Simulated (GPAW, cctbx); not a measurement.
# What do these deviations say about the bonding?

Sc3CoRe2Bi3, P-62m (no. 189), a = 7.6820 Å, b = 7.6820 Å, c = 3.5148 Å, α = 90.00°, β = 90.00°, γ = 120.00°.

```
atom  mult.    x       y    z
 Bi1      3    0  0.6083  1/2
 Re1      2  2/3     1/3    0
 Co1      1    0       0  1/2
 Sc1      3    0  0.2581    0
```

The cell comes from substitution in a known structure type and wasn't matched to any measured phase.

Absolute values of the static structure factors of the conventional cell from DFT (PBE, GPAW) against free spherical atoms, in electrons:

| hkl | d (Å) | free atoms | crystal |
| --- | --- | --- | --- |
| 100 | 6.653 | 73.92 | 73.73 |
| 110 | 3.841 | 139.32 | 139.31 |
| 001 | 3.515 | 62.05 | 61.37 |
| 200 | 3.326 | 44.60 | 44.78 |
| 101 | 3.108 | 33.37 | 33.80 |
| 111 | 2.593 | 265.38 | 265.31 |
| 210 | 2.514 | 132.21 | 131.88 |
| 201 | 2.416 | 196.90 | 196.86 |
| 300 | 2.218 | 291.57 | 290.87 |
| 211 | 2.045 | 101.38 | 101.19 |

**Question.** Which way does charge move, and which reflections show it best?

Project each element's phase sum on the total phase. |F| rises if density moves to atoms that scatter in phase and falls if it moves to atoms that scatter against it; the rule is for low angles, since changes of shape take over beyond. Where all elements are in phase the terms compete, and the compactness of the donor's and the acceptor's density matters too.

| hkl | Bi in phase | Re in phase | Co in phase | Sc in phase | change (e) | (%) |
| --- | --- | --- | --- | --- | --- | --- |
| 100 | +0.6 | +1.0 | -1.0 | -0.9 | -0.20 | -0.3 |
| 110 | +1.8 | +0.6 | +0.3 | -2.3 | -0.01 | 0.0 |
| 001 | +3.0 | -2.0 | +1.0 | -3.0 | -0.68 | -1.1 |
| 200 | +1.4 | -1.0 | +1.0 | -1.0 | +0.18 | +0.4 |
| 101 | -0.6 | +1.0 | +1.0 | -0.9 | +0.43 | +1.3 |
| 111 | +2.5 | +1.4 | -0.7 | +0.8 | -0.07 | 0.0 |
| 210 | +1.1 | +0.5 | -0.5 | +2.1 | -0.33 | -0.3 |
| 201 | +1.4 | +1.0 | +1.0 | +1.0 | -0.04 | 0.0 |

Low-angle reflections that set elements apart and change by more than 0.05 e: 100, 001, 200, 101, 111 and 210 (110 hardly moves and tells little). The signs fit a gain of density on Re and Co and a loss on Bi and Sc. The best witness is 101, +1.3 %, where Co enters with +1.0. The real-space density agrees: Voronoi charges Bi +0.19, Re -0.21, Co -0.43, Sc +0.10 e. The shortest bond, Co–Sc, has Δρ = +0.04 e/Å³ at its midpoint.

[Outputs are excerpts: Python notices, other lines and further rows are left out; steps that failed or that the build refused (PBEsol, TPSS) are not shown.]

[Logs are printed without paths, hosts, clocks, repeated set-up lines and the standing remarks that a program may print on its own settings, such as how far it seeks lower states.]
